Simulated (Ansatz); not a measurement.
# What HfO2 (model cell, started as fluorite) distorts into

Which phase does HfO2 (model cell, started as fluorite) fall into along its unstable mode, and how much energy does it gain?

Program: Ansatz 0.2.0. Level of theory: DFT LDA, scalar-relativistic, plane waves, PAW; PAW set soft_1. Results are calculated unless marked as measured.

### 1. Starting point

Symmetry: Fm-3m, No. 225, cubic system. Conventional cell: a = 5.002 Å, b = 5.002 Å, c = 5.002 Å, α = 90.00°, β = 90.00°, γ = 90.00°. Hf has 8 O at 2.17 Å nearest. Nearest to O lie 4 Hf at 2.17 Å. Farther neighbours and most contacts between anions are not listed.

### 2. The dispersion

The cell comes from relaxations at this level that are not shown. Stability and thermal properties need the whole zone. Linear response on a 4×4×4 q mesh gives force constants as far as a supercell of that size would, and the tensors from the zone-centre run are typed in so that the long-range dipole term is interpolated apart.

Contents of input.yaml:

```yaml
crystal:
  lattice:
    - [0.0, 2.5008814195, 2.5008814195]
    - [2.5008814195, 0.0, 2.5008814195]
    - [2.5008814195, 2.5008814195, 0.0]
  atoms:
    - { symbol: Hf, position: [0.0, 0.0, 0.0] }
    - { symbol: O, position: [0.25, 0.25, 0.25] }
    - { symbol: O, position: [0.75, 0.75, 0.75] }
kpoints:
  mp_grid: { grid: [8, 8, 8] }
hamiltonian:
  xc: lda
  pseudopotentials: { kind: paw, azcp: { folder: soft_1 }, xc_functional: pbe }
scf:
  occupations: { method: fixed }
output:
  eigenvalues: true
phonons:
  method: dfpt
  qmesh: [4, 4, 4]
  temperatures: { t_max: 1000, t_step: 50 }
  qpath:
    path:
      - [[0.0, 0.0, 0.0], [0.5, 0.0, 0.5], [0.625, 0.25, 0.625]]
      - [[0.375, 0.375, 0.75], [0.0, 0.0, 0.0], [0.5, 0.5, 0.5], [0.5, 0.25, 0.75], [0.5, 0.0, 0.5]]
    npoints: 10
  non_analytic_term:
    high_frequency_dielectric_tensor: [[5.3952, 0.0, 0.0], [0.0, 5.3952, 0.0], [0.0, 0.0, 5.3952]]
    born_effective_charges:
      - { species: Hf, tensor: [[5.5895, 0.0, 0.0], [0.0, 5.5895, 0.0], [0.0, 0.0, 5.5895]] }
      - { species: O, tensor: [[-2.7948, 0.0, 0.0], [0.0, -2.7948, 0.0], [0.0, 0.0, -2.7948]] }
      - { species: O, tensor: [[-2.7948, 0.0, 0.0], [0.0, -2.7948, 0.0], [0.0, 0.0, -2.7948]] }
    source: "zone-centre run at this cell"
```

The run is started by

```
> ansatz run input.yaml --threads 8 --pin off --max-ram 16384MiB --backend cpu --events-out ev --progress --plain --runs-dir out
```

Numbers of over 12 decimals in the logs are rounded to 6 here.

Output:

```text
Warning: phonons: the dynamical matrix that this run interpolates holds no multipole term above the dipole-dipole one, and a site of this crystal is no centre of inversion, so its interpolated transverse optical and acoustic branches and sound speeds can stay off near Gamma, and the density of states and the thermodynamics with them. What a run solves at a wave vector of phonons.qpoints, Gamma apart, where the deck admits one, is free of this, and under fd what a larger phonons.supercell samples
Engine: ansatz 0.2.0, x86_64-unknown-linux-gnu
Pseudopotentials: kind: paw
Pseudopotential: Hf, paw, valence charge 26, recommended cutoff 420 eV (normal), soft_1/Hf.paw.azcp
Pseudopotential: O, paw, valence charge 6, recommended cutoff 420 eV (normal), soft_1/O.paw.azcp
Functional definition: SPW92
  exchange = slater_x
  correlation = pw_c
Crystal: 3 atoms, lattice volume = 31.283 Å³
Basis set: ecut = 420 eV, 609 PW (Γ), exchange–correlation on 48×48×48 points (8 copies of the dense FFT grid, shifted against one another)
Bands: 23, of which v1, the nominal top of the filled ones, is band 19 counted from 1 (18 counted from 0)
Symmetry: 48 space group operations
k-points: 29 of 512
Non-local potential: Hf, projectors of the file, l = 0: 3, l = 1: 2, l = 2: 2, l = 3: 3
Non-local potential: O, projectors of the file, l = 0: 2, l = 1: 2, l = 2: 1
PAW form: soft (Blöchl's): semilocal exchange-correlation on the pseudo side does not see the compensation charge
PAW frozen core: Hf, regenerated for the run's functional, and the local potential with it (the file was generated under x = pbe(κ = 0.804, μ = 0.219515), c = pbe(β = 0.066725))
PAW frozen core: O, regenerated for the run's functional, and the local potential with it (the file was generated under x = pbe(κ = 0.804, μ = 0.219515), c = pbe(β = 0.066725))
PAW one-centre angular grid: Hf, 590 points (default); XC on 64 Gauss nodes
PAW one-centre angular grid: O, 110 points (default); XC on 64 Gauss nodes
Initial density: superposition of atomic densities (chi_scale 0.1, normalization cell, long waves kept (reshape's long-wave potential 0.00 eV rms))
Initial wavefunctions: pseudopotential atomic-orbital guess
Functional: x = slater, c = lda
SCF iter   1: F=—  HF=-16594.311880 eV  |F-HF|=—  |Δ(HF+E_count)|=         —  Δρ=9.06e-2  dr2=1.96e0  ethr=3.10e-3  ⟨swp⟩=4.0  Hψ=2197  notcnv=0  defer=56
preconditioner: auto → none  [insulator: Δε(μ)=3.094 eV  Ē_g=19.419 eV  n_scr=14 (ndim 8)  ℏωp=39.8 eV  f_vac=0.000  ε∞_Penn≈5.2]
SCF iter   2: F=—  HF=-16593.723604 eV  |F-HF|=—  |Δ(HF+E_count)|=   5.88e-1  Δρ=3.64e-2  dr2=3.53e-1  ethr=3.10e-3  ⟨swp⟩=2.3  Hψ=1566  notcnv=0  defer=51
SCF iter   3: F=—  HF=-16593.640323 eV  |F-HF|=—  |Δ(HF+E_count)|=   8.33e-2  Δρ=2.58e-2  dr2=1.14e-1  ethr=9.28e-4  ⟨swp⟩=2.0  Hψ=1158  notcnv=0  defer=58
SCF iter   4: F=—  HF=-16593.617538 eV  |F-HF|=—  |Δ(HF+E_count)|=   2.28e-2  Δρ=5.51e-3  dr2=4.63e-3  ethr=3.00e-4  ⟨swp⟩=2.7  Hψ=1344  notcnv=0  defer=58
SCF iter   5: F=—  HF=-16593.619743 eV  |F-HF|=—  |Δ(HF+E_count)|=   2.21e-3  Δρ=2.61e-3  dr2=7.07e-4  ethr=1.22e-5  ⟨swp⟩=2.0  Hψ=1332  notcnv=0  defer=58
SCF iter   6: F=—  HF=-16593.620050 eV  |F-HF|=—  |Δ(HF+E_count)|=   3.06e-4  Δρ=2.33e-4  dr2=5.32e-6  ethr=1.86e-6  ⟨swp⟩=2.0  Hψ=1102  notcnv=0  defer=58
SCF iter   7: F=—  HF=-16593.620050 eV  |F-HF|=—  |Δ(HF+E_count)|=   2.86e-7  Δρ=1.35e-5  dr2=3.44e-8  ethr=1.40e-8  ⟨swp⟩=2.1  Hψ=1143  notcnv=0
SCF iter   8: F=—  HF=-16593.620056 eV  |F-HF|=—  |Δ(HF+E_count)|=   5.99e-6  Δρ=2.21e-6  dr2=7.51e-10  ethr=9.06e-11  ⟨swp⟩=2.5  Hψ=1224  notcnv=0
SCF iter   9: F=—  HF=-16593.620056 eV  |F-HF|=—  |Δ(HF+E_count)|=  1.02e-10  Δρ=3.55e-7  dr2=3.72e-11  ethr=1.98e-12  ⟨swp⟩=2.1  Hψ=1208  notcnv=0
SCF iter  10: F=-16593.620056 eV  HF=-16593.620056 eV  |F-HF|=7.28e-12  |Δ(HF+E_count)|=  1.46e-11  Δρ=2.96e-8  dr2=2.02e-13  ethr=1.00e-12  ⟨swp⟩=7.7  Hψ=4139  notcnv=0
SCF 1 converged in 10 iterations: F = -16593.620056 eV  dr2 = 2.02e-13
  greatest PAW one-centre occupation: 0.999 electrons in one spin orbital (limit 2), on the Hf atom at site 0 (counted from 0), in its partial waves of l = 3
NSCF: frozen V_eff on 29 k-points
NSCF: frozen V_eff on 59 k-points
DFPT response loops at q = (0, 0, 0) (fractional): preconditioner auto → none (the input reference at scf.mixing.eps_inf says where Resta's filter doesn't serve); β = 0.50; Broyden in place of MSR1
NSCF: frozen V_eff on 576 k-points
DFPT response loops at q = (0, 0, 0.25) (fractional): mixed as the last ones told, above
NSCF: frozen V_eff on 300 k-points
DFPT response loops at q = (0, 0, -0.5) (fractional): preconditioner auto → Resta (q_TF=auto, 2.818 Å⁻¹)  ε∞=4.0 (no band partly filled); β = 1.00, the filter's whole step (`scf.mixing.beta` (0.50) is not read by the response loops at its default; to damp them type it under 1.00, their step now; it binds the ground state too); Broyden in place of MSR1
NSCF: frozen V_eff on 328 k-points
DFPT response loops at q = (0, 0.25, 0.25) (fractional): preconditioner auto → none (the input reference at scf.mixing.eps_inf says where Resta's filter doesn't serve); β = 0.50; Broyden in place of MSR1
NSCF: frozen V_eff on 1024 k-points
DFPT response loops at q = (0, 0.25, -0.5) (fractional): mixed as the last ones told, above
NSCF: frozen V_eff on 576 k-points
DFPT response loops at q = (0, 0.25, -0.25) (fractional): mixed as the last ones told, above
NSCF: frozen V_eff on 190 k-points
DFPT response loops at q = (0, -0.5, -0.5) (fractional): preconditioner auto → Resta (q_TF=auto, 2.818 Å⁻¹)  ε∞=4.0 (no band partly filled); β = 1.00, the filter's whole step (`scf.mixing.beta` (0.50) is not read by the response loops at its default; to damp them type it under 1.00, their step now; it binds the ground state too); Broyden in place of MSR1
NSCF: frozen V_eff on 328 k-points
DFPT response loops at q = (0.25, -0.5, -0.25) (fractional): preconditioner auto → none (the input reference at scf.mixing.eps_inf says where Resta's filter doesn't serve); β = 0.50; Broyden in place of MSR1
SCF converged after 10 iterations
Free energy (F): -16593.620056 eV
Harris-Foulkes:  -16593.620056 eV  (|F-HF|=7.28e-12)
Internal energy: -16593.620056 eV  (E = F + TS)
E sigma→0 (E₀):  -16593.620056 eV
Fermi energy:    15.224144 eV
--- Per-component energies (eV) ---
  E_band       = 24.763954
  E_kinetic    = 743.873208
  E_local      = -6872.136812  (includes V_loc(G=0)·N_el)
  E_nonlocal   = 187.372535
  E_hartree    = 3281.542117
  E_xc         = -405.869507
  E_vxc        = -436.994827  (∫ρ·V_xc dr)
  E_paw        = -7761.212778  (= ΣΔE_a)
  E_vpaw       = -160.436043  (= ΣTr[D̂ρ^β])
  E_aug_tail   = 0.001613  (compensation charges beyond the density's cutoff)
  E_ewald      = -5769.841363
  E_core_change = 2.650931  (= ΣΔE_core)
  E_smearing   = -0.000000  (= −TS)
  E_closure    = -0.000000  (closes the sum)
  Σ components = -16593.620056   (vs F -16593.620056, Δ=0.00e0)
--- Band table (eV; the first three rows and the last of 29) ---
  k-point 0: bands = [... 15 lower, 9.4989, 14.5758, 14.5758, 14.5758, 18.9883, 18.9883, 21.1481, 26.0863]
  k-point 1: bands = [... 15 lower, 9.9829, 14.1083, 14.2599, 14.2599, 19.3141, 19.3141, 21.7493, 25.3061]
  k-point 2: bands = [... 15 lower, 11.0675, 13.1684, 13.7061, 13.7061, 19.7908, 19.7908, 22.3352, 24.7320]
  k-point 28: bands = [... 15 lower, 12.5103, 12.5103, 13.6792, 14.9991, 20.0080, 20.3680, 22.5858, 22.5858]
--- Phonons (Γ-DFPT): 2 representative perturbations + reference (Σ response iterations 7) ---
  ASR residual: 1.320e-5 → 0.000e0 eV/Å²; symmetrization residual: 2.577e-7 eV/Å²
  ASR residual per site (eV/Å²): 1.32e-5 6.82e-6 6.82e-6
  Γ frequencies (cm⁻¹): 0.00 0.00 0.00 248.33 248.33 248.33 596.45 596.45 596.45
--- Phonons (arbitrary-q DFPT): 8 irreducible q on the 4×4×4 mesh ---
  q = [0.0000, 0.0000, 0.0000] (star 1, of the zone-centre solve; hermiticity 4.29e-8, symmetrization 4.02e-12): -0.00 -0.00 0.00 248.33 248.33 248.33 596.45 596.45 596.45
  q = [0.0000, 0.0000, 0.2500] (star 8, 2 solved perturbations on 288 of 512 k-point pairs; hermiticity 7.32e-8, symmetrization 3.66e-8): 79.78 79.78 151.45 332.32 332.32 551.44 571.30 571.30 619.50
  q = [0.0000, 0.0000, -0.5000] (star 4, 2 solved perturbations on 150 of 512 k-point pairs; hermiticity 1.24e-5, symmetrization 6.18e-6): 92.49 92.49 200.77 415.14 415.14 510.64 531.14 531.14 603.33
  q = [0.0000, 0.2500, 0.2500] (star 6, 4 solved perturbations in 528 linear systems a pass and spin channel, the states on 164 of 512 k-point pairs; hermiticity 3.38e-8, symmetrization 2.49e-10): 78.88 78.88 201.36 265.42 265.42 446.66 590.00 590.00 668.47
  q = [0.0000, 0.2500, -0.5000] (star 24, 4 solved perturbations in 1600 linear systems a pass and spin channel, the states on 512 of 512 k-point pairs; hermiticity 3.02e-8, symmetrization 5.13e-10): 96.88 131.02 198.03 277.26 355.68 365.25 557.18 582.06 670.52
  q = [0.0000, 0.2500, -0.2500] (star 12, 4 solved perturbations in 904 linear systems a pass and spin channel, the states on 288 of 512 k-point pairs; hermiticity 3.38e-6, symmetrization 1.69e-6): 93.74 123.54 196.13 235.40 436.11 468.00 493.42 597.93 645.05
  q = [0.0000, -0.5000, -0.5000] (star 3, 4 solved perturbations in 308 linear systems a pass and spin channel, the states on 95 of 512 k-point pairs; hermiticity 4.49e-8, symmetrization 1.24e-8): -217.75 102.23 102.23 259.57 323.80 323.80 574.30 574.30 707.07
  q = [0.2500, -0.5000, -0.2500] (star 6, 4 solved perturbations in 502 linear systems a pass and spin channel, the states on 164 of 512 k-point pairs; hermiticity 3.57e-6, symmetrization 1.79e-6): 52.55 106.22 191.25 191.25 255.67 477.48 477.48 615.71 679.96
  sum rule: each row above includes the acoustic sum rule's correction from the zone centre's row sums; it moved no ω² by more than (0.34 cm⁻¹)²
  mesh force constants: q→R imaginary residual 5.69e-18; ASR residual 1.320e-5 → 0.000e0 eV/Å²; symmetrization residual 2.132e-14 eV/Å²
  interpolated dispersion: 63 rows × 9 modes
  density of states and harmonic sums: on the 24×24×24 q-mesh, interpolated from the force constants of a 4×4×4 supercell (with the dipole–dipole term of supplied tensors)
  largest difference from the sums on the solved wave vectors: F 1.16e-3 eV, S 1.71e-6 and C_V 1.01e-6 eV/K
  zero-point energy: 0.199519 eV/cell   skipped modes (ω ≤ 0): 48, of them read as no rigid motion or as one in doubt: 45 (9.310e-2 modes/cell left out, lowest -217.75 cm⁻¹)   left out of the sums: 1.04e-2 of the cell's modes: C_V's classical limit lies that fraction below 3 k_B per atom; for a crystal, a wire or a layer, F and S can be off by more, and a phonons.interpolated_qmesh denser along its periods is the remedy for the sampling
```

The job ended after 65 s (8 threads of Intel Xeon at 2.70GHz, shared host; peak memory 1.3 GiB).

Numbers from this step:

| Property | Result |
| --- | --- |
| gap on the k-mesh | 3.661 eV |
| volume per atom | 10.43 Å³ |
| sum-rule residual before enforcement | 1.32e-5 eV/Å² |
| lowest frequency on the path | -217.7 cm⁻¹ |
| point group | m-3m |
| highest frequency on the path or at a solved wavevector | 707.1 cm⁻¹ |
| highest optical mode at the zone centre (no LO-TO term) | 596.5 cm⁻¹ |
| lowest optical zone-centre mode | 248.3 cm⁻¹ |
| lowest mode on the q mesh (acoustic modes at Γ apart) | -217.8 cm⁻¹ |

Frequencies (cm⁻¹) solved at each irreducible wavevector; negative means imaginary. Frequencies by wavevector, by row:

```
q in reciprocal lattice units  star  mode 1  mode 2  mode 3  mode 4  mode 5  mode 6  mode 7  mode 8  mode 9
                        0 0 0     1       0       0       0   248.3   248.3   248.3   596.5   596.5   596.5
                     0 0 0.25     8    79.8    79.8   151.4   332.3   332.3   551.4   571.3   571.3   619.5
                     0 0 -0.5     4    92.5    92.5   200.8   415.1   415.1   510.6   531.1   531.1   603.3
                  0 0.25 0.25     6    78.9    78.9   201.4   265.4   265.4   446.7     590     590   668.5
                  0 0.25 -0.5    24    96.9     131     198   277.3   355.7   365.2   557.2   582.1   670.5
                 0 0.25 -0.25    12    93.7   123.5   196.1   235.4   436.1     468   493.4   597.9     645
                  0 -0.5 -0.5     3  -217.8   102.2   102.2   259.6   323.8   323.8   574.3   574.3   707.1
              0.25 -0.5 -0.25     6    52.5   106.2   191.2   191.2   255.7   477.5   477.5   615.7     680
```

Interpolated from a 4×4×4 q mesh, with the LO-TO term (at Γ the limit along the path; where Γ stands inside the path, tables give the limit on arrival). The phonon branches at the labelled points (cm⁻¹):

```
    point  branch 1  branch 2  branch 3  branch 4  branch 5  branch 6  branch 7  branch 8  branch 9
        Γ         0         0         0       248       248       596       596       596       630
  halfway        79        79       201       265       265       447       590       590       668
        X      -218       102       102       260       324       324       574       574       707
  halfway      -187       101       120       247       329       341       568       578       702
        U       -66        98       156       221       341       386       548       586       687
jump to K       -66        98       156       221       341       386       548       586       687
  halfway        90        91       180       255       405       502       537       601       629
        Γ         0         0         0       248       248       596       596       596       630
  halfway        80        80       151       332       332       551       571       571       620
        L        92        92       201       415       415       511       531       531       603
  halfway        96       150       180       312       334       458       510       595       654
        W        53       106       191       191       256       478       478       616       680
  halfway      -159       104       133       238       298       382       548       593       696
        X      -218       102       102       260       324       324       574       574       707
```

The phonon branches as a text plot (rows in cm⁻¹):

```
    688 |       ************                            *********
    649 |*******            ****    ****             ***
    611 |******             ************************* ********
    572 | **   *************     ****    *****     ***        ***
    534 |   *             **    **          **********      **
    495 |    **             *****              ****   ******
    457 |      *            *  *                   ******  *
    418 |                  * ** *               *****       **
    380 |       *        ** *    *            **   ***        *
    341 |            *******                **       **        **
    302 |        ****             **      **          **     ***
    264 |***************        **********              ***** ***
    225 |       **      ********                        *   **
    187 |    ***           ******            ***************
    148 |   *           *** *    *          *        ****   **
    110 |  *    ***************** **      **   ******************
     71 |    ***                *****    ******          **
     33 | ***                     ****  **                 *
     -6 |*                            **
    -44 |
    -83 |                 *                                 *
   -121 |                *                                   *
   -160 |               *
   -198 |           ****                                      ***
         Γ           X  U|K            Γ         L        W     X
```

Symmetry leaves 8 wavevectors to solve. The lowest mode among them, the acoustic zeros apart, lies at q = (0, -0.5, -0.5) and is imaginary, 217.8i cm⁻¹, so the energy falls along it.

### 3. The mode frozen in, largest atomic shift 0 Å

The mode followed lies at q = (0, -0.5, -0.5) with frequency 217.7i cm⁻¹, the softest among the wavevectors solved. At small amplitude the distorted cell has space group no. 137 by a symmetry search on the positions. The undistorted cell that holds it gives the zero of energy on the same k mesh.

System of this step: HfO2 (model cell, started as fluorite). The structure is cubic, space group Fm-3m (No. 225). The conventional cell has a = 5.002 Å, b = 5.002 Å, c = 5.002 Å, α = 90.00°, β = 90.00°, γ = 90.00°. Nearest to Hf lie 8 O at 2.17 Å. Nearest to O lie 4 Hf at 2.17 Å. Farther neighbours and most contacts between anions are not listed.

Contents of input.yaml:

```yaml
crystal:
  lattice:
    - [0.0, -2.5008814195, -2.5008814195]
    - [0.0, 2.5008814195, -2.5008814195]
    - [5.001762839, 0.0, 0.0]
  atoms:
    - { symbol: Hf, position: [0.5, 0.5, 0.5] }
    - { symbol: Hf, position: [0.0, 0.0, 0.0] }
    - { symbol: O, position: [0.0, 0.5, 0.75] }
    - { symbol: O, position: [0.5, 0.0, 0.25] }
    - { symbol: O, position: [0.0, 0.5, 0.25] }
    - { symbol: O, position: [0.5, 0.0, 0.75] }
kpoints:
  mp_grid: { grid: [6, 6, 6] }
hamiltonian:
  xc: lda
  pseudopotentials: { kind: paw, azcp: { folder: soft_1 }, xc_functional: pbe }
scf:
  occupations: { method: gaussian, width: 0.02 }
output:
  forces: true
  stress: true
  eigenvalues: true
```

Output:

```text
[...]
Crystal: 6 atoms, lattice volume = 62.566 Å³
Basis set: ecut = 420 eV, 1229 PW (Γ)
Bands: 46, of which v1, the nominal top of the filled ones, is band 38 counted from 1 (37 counted from 0)
Symmetry: 32 space group operations
[...]
k-points: 40 of 216
[...]
k-point 0: bands = [... 34 lower, 14.5758, 14.5758, 14.5758, 15.2242, 18.8855, 18.9883, 18.9883, 20.7472, ... 2 higher]
  k-point 1: bands = [... 34 lower, 13.8843, 14.5910, 14.5910, 14.6770, 19.0320, 19.0840, 19.2692, 20.5983, ... 2 higher]
  k-point 2: bands = [... 34 lower, 14.2021, 14.2021, 14.5960, 14.5960, 19.3577, 19.3862, 19.6408, 20.2221, ... 2 higher]
  k-point 39: bands = [... 34 lower, 13.6792, 13.6792, 14.9992, 14.9992, 20.0080, 20.0080, 20.3680, 20.3680, ... 2 higher]
[key lines of the parts left out:]
SCF converged after 10 iterations
Free energy (F): -33187.240221 eV
Fermi energy:    17.054863 eV
P = ⅓ Tr σ = 0.0003 GPa (0.003 kbar)
```

Wall time 1.4 s (8 threads); peak memory 0.5 GiB.

Numbers from this step:

```yaml
pressure: 2.57e-4 GPa
energy_from_the_undistorted_cell: 0 meV/atom
```

At this level the gap is 3.66 eV on the k-mesh of the self-consistent run, which can miss the band edges.

[end of part 1 of 3]

[Logs are printed without paths, hosts, clocks, repeated set-up lines and the standing remarks that a program may print on its own settings, such as how far it seeks lower states.]

[Hosts, paths, dates, database ids (printed as entryN), source tags and the programs' standing remarks are cut or masked in the printed files.]
